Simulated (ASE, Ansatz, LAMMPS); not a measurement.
## Localised basis functions on (7,0) carbon nanotube in a second wall (184 atoms)

Aim: test how closely localised support functions follow the reference on (7,0) carbon nanotube in a second wall (184 atoms), and at what cost. A setting counts as converged where the r.m.s. difference of forces stays under 1 % of the r.m.s. force.

Main program and level: Ansatz 0.2.0; Kohn-Sham DFT, r2SCAN+D4, PAW (set soft_2), plane waves.

### 1. Starting point

The cell holds 184 atoms: 184 C. Cell: a = 22.529 Å, b = 22.529 Å, c = 8.363 Å, α = 90.0°, β = 90.0°, γ = 90.0°. It derives from C (graphene). Graphene sheet (a = 2.46 Å) rolled into a (7,0) tube of diameter 5.48 Å inside an (16, 0) tube, 2 periods, 10 Å of vacuum; minimised with a classical potential (one cell length free). Regions: inner wall, 56 atoms (56 C); outer wall, 128 atoms (128 C). Vacuum lies along a and b. The structure repeats along c.

Before any run, some limits are plain. Beside vacuum, support functions can miss their usual error bounds without a warning. Only the Γ point is sampled, in a cell whose periodic width is 8 Å.

### 2. How the cell was made

A minimisation with a classical potential prepares the built cell.

This step: classical potential: AIREBO (Stuart, Tutein and Harrison, J. Chem. Phys. 112, 6472 (2000)) (LAMMPS stable Jul 2025 - Update 4).

Input file in.lammps:

```
units metal
atom_style atomic
boundary p p p
atom_modify map array
read_data structure.data
pair_style airebo 3.0 1 1
pair_coeff * * CH.airebo C
thermo_style custom step temp pe press lx ly lz fmax
thermo 200
min_style cg
minimize 0 1e-4 3000 30000
fix box all box/relax z 0.0 vmax 0.001
minimize 0 1e-4 3000 30000
unfix box
minimize 0 1e-4 2000 20000
write_data relaxed.data nocoeff
```

On the command line:

```
> lmp -in in.lammps -log log.lammps -screen none -nocite
```

Log:

```text
LAMMPS (22 Jul 2025 - Update 4)
  184 atoms
   Step          Temp          PotEng         Press            Lx             Ly             Lz            Fmax     
         0   0             -1354.8225     -32787.432      22.528677      22.528677      8.52169        0.41604215   
        48   0             -1356.0062     -23584.55       22.528677      22.528677      8.52169        1.5405281e-05
Loop time of 1.3409 on 1 procs for 48 steps with 184 atoms
Minimization stats:
  Stopping criterion = force tolerance
  Energy initial, next-to-last, final = 
     -1354.82248582223  -1356.00618768076  -1356.00618768087
  Force two-norm initial, final = 4.2189187 7.9231524e-05
  Force max component initial, final = 0.41604215 1.5405281e-05
  Iterations, force evaluations = 48 96
   Step          Temp          PotEng         Press            Lx             Ly             Lz            Fmax     
[... 5 lines left out ...]
Loop time of 12.1913 on 1 procs for 556 steps with 184 atoms
Minimization stats:
  Stopping criterion = force tolerance
  Energy initial, next-to-last, final = 
     -1356.00618768087    -1357.789539327  -1357.78953932706
  Force two-norm initial, final = 190.99859 9.4577509e-05
  Force max component initial, final = 190.99859 1.1156788e-05
  Iterations, force evaluations = 556 1095
   Step          Temp          PotEng         Press            Lx             Ly             Lz            Fmax     
       604   0             -1357.7895     -0.023190098    22.528677      22.528677      8.3627567      1.1156788e-05
       605   0             -1357.7895     -0.019727621    22.528677      22.528677      8.3627567      7.6213129e-06
Loop time of 0.02677 on 1 procs for 1 steps with 184 atoms
Minimization stats:
  Stopping criterion = force tolerance
  Energy initial, next-to-last, final = 
     -1357.78953932706  -1357.78953932706  -1357.78953932711
  Force two-norm initial, final = 9.4439044e-05 7.3238934e-05
  Force max component initial, final = 1.1156788e-05 7.6213129e-06
  Iterations, force evaluations = 1 2
```

Elapsed: 15 s, on 1 thread of Intel Xeon at 2.80GHz (Skylake/Cascade Lake), shared host.

### 3. Plane-wave single point

The first run fixes the reference, at a cutoff of 500 eV.

Input file input.yaml:

```yaml
crystal:
  lattice:
    - [22.52868, 0.0, 0.0]
    - [0.0, 22.52868, 0.0]
    - [0.0, 0.0, 8.36276]
  atoms:
    - { symbol: C, position: [0.6234, 0.5, 0.17532] }
    - { symbol: C, position: [0.61118, 0.55354, 0.09368] }
    - { symbol: C, position: [0.57694, 0.59648, 0.17532] }
    - { symbol: C, position: [0.52746, 0.62031, 0.09368] }
    - { symbol: C, position: [0.61118, 0.55354, 0.42532] }
    - { symbol: C, position: [0.57694, 0.59648, 0.34368] }
    - { symbol: C, position: [0.47254, 0.62031, 0.17532] }
    - { symbol: C, position: [0.42306, 0.59648, 0.09368] }
    - { symbol: C, position: [0.52746, 0.62031, 0.42532] }
    - { symbol: C, position: [0.47254, 0.62031, 0.34368] }
    - { symbol: C, position: [0.38882, 0.55354, 0.17532] }
    - { symbol: C, position: [0.3766, 0.5, 0.09368] }
    - { symbol: C, position: [0.42306, 0.59648, 0.42532] }
    - { symbol: C, position: [0.38882, 0.55354, 0.34368] }
    - { symbol: C, position: [0.38882, 0.44646, 0.17532] }
    - { symbol: C, position: [0.42306, 0.40352, 0.09368] }
    - { symbol: C, position: [0.3766, 0.5, 0.42532] }
    - { symbol: C, position: [0.38882, 0.44646, 0.34368] }
    - { symbol: C, position: [0.47254, 0.37969, 0.17532] }
    - { symbol: C, position: [0.52746, 0.37969, 0.09368] }
    - { symbol: C, position: [0.42306, 0.40352, 0.42532] }
    - { symbol: C, position: [0.47254, 0.37969, 0.34368] }
    - { symbol: C, position: [0.57694, 0.40352, 0.17532] }
    - { symbol: C, position: [0.61118, 0.44646, 0.09368] }
    - { symbol: C, position: [0.52746, 0.37969, 0.42532] }
    - { symbol: C, position: [0.57694, 0.40352, 0.34368] }
    - { symbol: C, position: [0.61118, 0.44646, 0.42532] }
    - { symbol: C, position: [0.6234, 0.5, 0.34368] }
    - { symbol: C, position: [0.77501, 0.5, 0.17602] }
    - { symbol: C, position: [0.76967, 0.55364, 0.09298] }
    - { symbol: C, position: [0.75401, 0.60521, 0.17603] }
    - { symbol: C, position: [0.72864, 0.65277, 0.09298] }
    [... 146 atom lines left out ...]
    - { symbol: C, position: [0.75401, 0.39479, 0.67603] }
    - { symbol: C, position: [0.76967, 0.44636, 0.59298] }
    - { symbol: C, position: [0.72864, 0.34723, 0.92603] }
    - { symbol: C, position: [0.75401, 0.39479, 0.84297] }
    - { symbol: C, position: [0.76967, 0.44636, 0.92603] }
    - { symbol: C, position: [0.77501, 0.5, 0.84298] }
kpoints:
  mp_grid: { grid: [1, 1, 1] }
hamiltonian:
  xc: r2scan
  dispersion: d4
scf:
  occupations: { method: gaussian, width: 0.025 }
output:
  forces: true
  populations: true
  dos:
    method: { smearing: { sigma: 0.08 } }
    de: 0.1
    projected:
      site_lists:
        C: [C]
        inner_wall: [0, 1, 2, 3, 4, 5, 6, 7, 8, 9, 10, 11, 12, 13, 14, 15, 16, 17, 18, 19, 20, 21, 22, 23, 24, 25, 26, 27, 92, 93, 94, 95, 96, 97, 98, 99, 100, 101, 102, 103, 104, 105, 106, 107, 108, 109, 110, 111, 112, 113, 114, 115, 116, 117, 118, 119]
  eigenvalues: true
  write_density: true
  write_potential: true
  volumetric_format: npy
```

On the command line:

```
> ansatz run input.yaml --threads 8 --pin off --max-ram 15872MiB --backend cpu --events-out ev --progress --plain --runs-dir out
```

Log:

```text
Warning: the atoms were moved onto the symmetric positions of the space group found under crystal.symmetry.tolerance 1.0e-5 (fractional; no operation is sought that the atoms, as they stand in a round, miss by more than twice it, and no atom is moved by as much as it), and the run uses the moved positions. [...]
Engine: ansatz 0.2.0, aarch64-unknown-linux-gnu
Pseudopotentials: kind: paw
Pseudopotential: C, paw, valence charge 4, recommended cutoff 500 eV (meta_gga), C.paw.azcp
[... 6 lines on functional and potentials left out ...]
Crystal: 184 atoms, lattice volume = 4244.447 Å³
Basis set: ecut = 500 eV, 107703 PW (Γ), exchange–correlation on 720×720×256 points (64 copies of the dense FFT grid, shifted against one another)
Bands: 552, of which v1, the nominal top of the filled ones, is band 368 counted from 1 (367 counted from 0)
Symmetry: 8 space group operations
Space group: Pmm2 (ITA 25), of the structure as read, at distance tolerance 1.6e-4 Å
k-points: 1
[... 4 lines on functional and potentials left out ...]
Initial density: superposition of atomic densities (neutral atoms: chi_scale 0, normalization atom), corrected by the library's trained network
Initial wavefunctions: pseudopotential atomic-orbital guess
Functional: x = r2scan, c = r2scan; τ floored in thin density (d = 2e-4 eV/Å³)
SCF iter   1: F=—  HF=-46275.052834 eV  |F-HF|=—  |Δ(HF+E_count)|=         —  Δρ=5.87e-3  dr2=1.03e0  dr2_τ=4.18e1  ethr=1.77e-3  ⟨swp⟩=7.0  Hψ=2579  notcnv=0  defer=156
preconditioner: auto → LDOS  [insulator: Δε(μ)=0.084 eV  Ē_g=15.809 eV  σ=0.025 eV  W_gap=0.98  n_scr=604 (ndim 8)  ℏωp=15.5 eV  f_vac=0.609  D(μ)=7.31/eV (n_scr^D=12)  ε∞_Penn≈2.0  β→1.0]
SCF iter   2: F=—  HF=-46279.118991 eV  |F-HF|=—  |Δ(HF+E_count)|=    4.07e0  Δρ=2.94e-3  dr2=3.22e0  dr2_τ=2.02e-2  ethr=1.40e-4  ⟨swp⟩=3.0  Hψ=1012  notcnv=0  defer=177
SCF iter   3: F=—  HF=-46278.906054 eV  |F-HF|=—  |Δ(HF+E_count)|=   2.13e-1  Δρ=6.37e-4  dr2=5.46e-2  dr2_τ=4.51e-3  ethr=1.40e-4  ⟨swp⟩=2.0  Hψ=666  notcnv=0  defer=177
SCF iter   4: F=—  HF=-46278.911410 eV  |F-HF|=—  |Δ(HF+E_count)|=   5.36e-3  Δρ=2.40e-4  dr2=2.62e-2  dr2_τ=7.76e-5  ethr=7.42e-6  ⟨swp⟩=2.0  Hψ=653  notcnv=0  defer=177
SCF iter   5: F=—  HF=-46278.909763 eV  |F-HF|=—  |Δ(HF+E_count)|=   1.65e-3  Δρ=1.39e-4  dr2=7.33e-3  dr2_τ=2.84e-5  ethr=3.56e-6  ⟨swp⟩=1.0  Hψ=375  notcnv=0  defer=177
SCF iter   6: F=—  HF=-46278.909285 eV  |F-HF|=—  |Δ(HF+E_count)|=   4.77e-4  Δρ=4.12e-5  dr2=6.92e-4  dr2_τ=2.65e-6  ethr=9.96e-7  ⟨swp⟩=1.0  Hψ=375  notcnv=0  defer=177
SCF iter   7: F=—  HF=-46278.909454 eV  |F-HF|=—  |Δ(HF+E_count)|=   1.69e-4  Δρ=3.10e-5  dr2=4.16e-4  dr2_τ=3.20e-6  ethr=9.41e-8  ⟨swp⟩=2.0  Hψ=626  notcnv=0  defer=177
SCF iter   8: F=—  HF=-46278.909469 eV  |F-HF|=—  |Δ(HF+E_count)|=   1.50e-5  Δρ=8.61e-6  dr2=3.25e-5  dr2_τ=1.31e-7  ethr=5.65e-8  ⟨swp⟩=2.0  Hψ=376  notcnv=0  defer=177
SCF iter   9: F=—  HF=-46278.910526 eV  |F-HF|=—  |Δ(HF+E_count)|=   1.06e-3  Δρ=3.64e-6  dr2=5.17e-6  dr2_τ=1.09e-8  ethr=4.42e-9  ⟨swp⟩=2.0  Hψ=629  notcnv=0  defer=177
SCF iter  10: F=—  HF=-46278.910526 eV  |F-HF|=—  |Δ(HF+E_count)|=   1.34e-7  Δρ=1.14e-6  dr2=4.78e-7  dr2_τ=1.90e-9  ethr=7.02e-10  ⟨swp⟩=2.0  Hψ=694  notcnv=0  defer=177
SCF iter  11: F=-46278.910526 eV  HF=-46278.910526 eV  |F-HF|=1.02e-9  |Δ(HF+E_count)|=   9.79e-9  Δρ=1.91e-7  dr2=3.29e-9  dr2_τ=4.68e-11  ethr=1.36e-11  ⟨swp⟩=38.0  Hψ=6843  notcnv=0
SCF 1 converged in 11 iterations: F = -46278.910526 eV  dr2 = 3.29e-9
  greatest PAW one-centre occupation: 0.697 electrons in one spin orbital (limit 2), on the C atom at site 181 (counted from 0), in its partial waves of l = 0
WARN: The output density's exchange-correlation potential varies sharply where the density is thin. Do not read a vacuum level from v_tot or v_xc, or from such a field of the output density. On a cell that repeats whose density bears no net charge and no dipole along the vacuum's axis use v_es (v_loc + v_h of the components); [...]
SCF converged after 11 iterations
Free energy (F): -46278.910526 eV
Harris-Foulkes:  -46278.910526 eV  (|F-HF|=1.02e-9)
Internal energy: -46278.897011 eV  (E = F + TS)
E sigma→0 (E₀):  -46278.903768 eV
Entropy (-TS):   -0.013515 eV (-0.073 meV/atom)
Fermi energy:    -0.141822 eV
--- Per-component energies (eV) ---
  E_band       = -7242.108961
  E_kinetic    = 16950.476650
  E_local      = -402602.480291  (includes V_loc(G=0)·N_el)
  E_nonlocal   = 5014.041640
  E_hartree    = 193046.628798
  E_xc         = -8737.314940
  E_vxc        = -12111.421351  (∫ρ·V_xc dr)
  E_paw        = -18581.945889  (= ΣΔE_a)
  E_vpaw       = -1267.711727  (= ΣTr[D̂ρ^β])
  E_aug_tail   = 0.001019  (compensation charges beyond the density's cutoff)
  E_vtau       = 681.748391  (kinetic-family band-sum trace: ∫τ·v_τ [+ j·A + Jᵃ·Aᵃ] dr)
  E_ewald      = 168646.669368
  E_disp       = -10.414997  (pairwise vdW)
  E_core_change = -4.558367  (= ΣΔE_core)
  E_smearing   = -0.013515  (= −TS)
  E_closure    = -0.000000  (closes the sum)
  Σ components = -46278.910526   (vs F -46278.910526, Δ=0.00e0)
--- Forces (eV/Å), atoms counted from 1 ---
  atom   1  C     -0.01007480     0.00000000    -0.26185147
  atom   2  C     -0.00753061    -0.00203756     0.26364925
  atom   3  C     -0.00609532    -0.00656103    -0.26371710
  atom   4  C     -0.00219371    -0.01040521     0.26264370
  atom   5  C     -0.00753061    -0.00203756    -0.26364925
  atom   6  C     -0.00609532    -0.00656103     0.26371710
  atom   7  C      0.00241024    -0.00756069    -0.26414245
  atom   8  C      0.00504802    -0.00826381     0.26333354
  atom   9  C     -0.00219371    -0.01040521    -0.26264370
  atom  10  C      0.00241024    -0.00756069     0.26414245
  atom  11  C      0.00986926    -0.00151890    -0.26260028
  atom  12  C      0.00701907     0.00000000     0.26353385
  atom  13  C      0.00504802    -0.00826381    -0.26333354
  atom  14  C      0.00986926    -0.00151890     0.26260028
[...]
atom 183  C      0.12375380    -0.02236494    -0.73942213
  atom 184  C      0.11092388     0.00000000     0.73540909
  max |Σ_I F_I| component: 4.08e-5 eV/Å
--- Band table (eV) ---
  k-point 0: bands = ["-21.3403", "-21.1831", "-21.1429", "-21.1428", [... 536 levels ...], "8.3823", "8.4780", "8.4781", "8.4817", "8.4819", "8.5166", "8.5174", "8.5175", "8.5180", "8.5525", "8.5585", "8.5637"]
--- Löwdin populations: 184 sites ---
  site symbol       q [e]
     0      C      3.9684
     1      C      3.9685
     2      C      3.9685
[...]
183      C      3.9556
  spilling = 0.010108 (of n_electrons = 736.000000)
```

It took 1.8 min on 8 threads of Arm Neoverse V2, shared host; peak memory 13 GiB.

Reading the cycles: dr2 is the Hartree energy of the density residual (eV), the measure of convergence; HF is the Harris–Foulkes estimate of the energy, which meets the free energy F at convergence.

The program notes that positions were snapped to a detected symmetry and the exchange-correlation potential is rough where the density is thin.

Numbers from this run:

| Item | Value |
| --- | --- |
| free energy | -46278.9105 eV |
| free energy per atom | -251.5158 eV/atom |
| SCF cycles | 11 |
| r.m.s. force component | 0.3723 eV/Å |
| longest force | 0.7709 eV/Å |
| Fermi energy | -0.1418 eV |
| levels partly filled by over 2 per cent | 3 |
| spilling of the projection | 0.01011 |

Length of the force by element:

```
element  coordination  atoms  mean length of the force (eV/Å)  spread  least   most
      C           all    184                            0.604   0.226  0.262  0.771
```

The mean of these charges, 0.040 e, is only the charge that the projection spills.

Löwdin charges by element (they lack the spilled electrons, 0.040 e an atom on average):

```
element  coordination  atoms  mean charge (e)  spread   least    most
      C           all    184           0.0404  0.0059  0.0315  0.0444
```

By region:

```
    region  atoms  mean length of the force (eV/Å)
inner wall     56                            0.263
outer wall    128                            0.753
```

States in the cell by windows of 1 eV, zero at the Fermi level; the larger projections on atomic orbitals stand beside the total:

```
from (eV)  to (eV)  total    C p  inner wall   C s
      -14      -13   47.4   30.6        18.1  16.3
      -13      -12   17.4   11.2         3.0   6.1
      -12      -11   15.0   11.9         2.6   3.0
      -11      -10   35.6   29.3        15.8   5.9
      -10       -9   21.6   17.3         4.0   4.1
       -9       -8   46.9   40.5        22.3   5.8
       -8       -7   52.7   46.7         9.5   5.4
       -7       -6  105.8  101.3        31.0   3.7
       -6       -5   58.0   56.2        16.5   1.4
       -5       -4   35.5   34.7         8.8   0.6
       -4       -3   39.9   39.6        13.5   0.2
       -3       -2   38.6   38.4        12.6   0.1
       -2       -1   16.9   16.7         5.9   0.1
       -1        0   15.1   14.9         5.5   0.1
        0        1   17.4   16.8         9.1   0.4
        1        2   20.9   20.0         0.5   0.2
        2        3   28.0   26.4        11.3   0.1
        3        4   17.4   13.8         3.2   0.8
        4        5   43.8   25.2        15.2   1.1
```

The curve was stored every 0.100 eV, coarse against its broadening of 0.08 eV, so these counts are rough.

Between -22 and -14 eV lie 187 more states.

The levels nearest the highest filled one (over half full), pooled over k-points and spins:

```
level less the highest filled one (eV)  occupation
                                -0.372           2
                                -0.372           2
                                -0.196           2
                                -0.195           2
                               -5.0e-4        1.90
                                     0        1.90
                                0.0515         0.2
                                 0.584           0
                                 0.584           0
                                 0.657           0
                                 0.657           0
                                 0.708           0
```

Electrostatic potential energy in the ca plane at fractional y = 0.395, with atoms of C within 0.2 Å of it. With pseudopotentials it is smooth inside the atoms' cores, unlike the true potential.

Values in eV, 13 rows by 16 columns, each cell a mean:
```
  4   4   4   4   4   4   4   4   4   4   4   4   4   4   4   4
  4   4   4   4   4   4   4   4   4   4   4   4   4   4   4   4
  3   1  -6  -6  -2  -8  -3   2   3   1  -6  -6  -2  -8  -3   2
  1  -4 -22 -22 -12 -26 -17  -1   1  -4 -22 -22 -12 -26 -17  -1
  3   3   3   3   3   3   3   3   3   3   3   3   3   3   3   3
 -3 -14 -33 -29 -14 -35 -27  -9  -3 -14 -33 -29 -14 -35 -27  -9
 -7 -21 -29 -20  -9 -26 -28 -17  -7 -21 -29 -20  -9 -26 -28 -17
-14 -34 -23  -5  -1  -9 -30 -29 -14 -34 -23  -5  -1  -9 -30 -29
  3   3   3   3   3   3   3   3   3   3   3   3   3   3   3   3
  0  -5 -28 -28 -14 -32 -20  -2   0  -5 -28 -28 -14 -32 -20  -2
  3   2  -1  -1   1  -2   0   3   3   2  -1  -1   1  -2   0   3
  4   4   4   4   4   4   4   4   4   4   4   4   4   4   4   4
  4   4   4   4   4   4   4   4   4   4   4   4   4   4   4   4
```
Columns run along c (8.4 Å; values clipped at the 3rd and 97th percentile), rows up along a (22.5 Å). Atoms in or near the plane, at fractional coordinates: C at (0.09, 0.42), C at (0.43, 0.42), C at (0.18, 0.58), C at (0.34, 0.58), C at (0.18, 0.25), C at (0.34, 0.25), C at (0.18, 0.75), C at (0.34, 0.75), C at (0.59, 0.42), C at (0.93, 0.42), C at (0.68, 0.58), C at (0.84, 0.58), C at (0.68, 0.25), C at (0.84, 0.25) and more.

(Continued in part 2 of 2.)

[Logs are printed without paths, hosts, clocks, repeated set-up lines and the standing remarks that a program may print on its own settings, such as how far it seeks lower states.]

[Hosts, paths, dates, database ids (printed as entryN), source tags and the programs' standing remarks are cut or masked in the printed files.]
